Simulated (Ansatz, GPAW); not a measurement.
# Polarising 2H-WOS monolayer with a field along the normal

The dipole of the cell at several fields, atoms fixed. What does the strongest field give, and what length does the slope stand for?

Set-up. GPAW 26.7.0, plane waves (500 eV), PAW setups, PBE, 12×12 mesh, a dipole layer in the vacuum; geometry relaxed without an applied field with Ansatz 0.2.0. The cell's area is 7.82 Å², and e/ε0 = 180.95 V Å.

Results, with one row withheld:

```tsv
field (V/Å)	dipole (e Å)
−0.2	−0.1073
−0.1	−0.0888
−0.05	−0.0795
0.05	−0.0610
0.1	−0.0517
0.2	−0.0331
0.3	?
```

To predict: What is the dipole at 0.3 V/Å?

A: A line through the 6 points has the slope α = 0.185 e Å per V/Å and the intercept p₀ = −0.0702 e Å (r.m.s. residual 2.7e−05). At 0.3 V/Å it gives p = −0.0702 + 0.185 × 0.3 = −0.0146 e Å; the run gives −0.0145 e Å, so the response stays linear to 0.2 % of the induced part. Dividing by ε0 and the area: α/(ε0 A) = 0.185 × 180.95 / 7.82 = 4.29 Å, against 2.80 Å between the outer nuclei. For a gapped layer this length is t(1 − 1/ε), so it fixes ε only once a thickness t is chosen.

**Limits.** This is the electronic response alone; ions that move would add to it in polar layers. No run was spin-polarised, so magnetic states weren't tested. Spin-orbit coupling is left out, which matters for the heavier atoms here.

[Logs are printed without paths, hosts, clocks, repeated set-up lines and the standing remarks that a program may print on its own settings, such as how far it seeks lower states.]
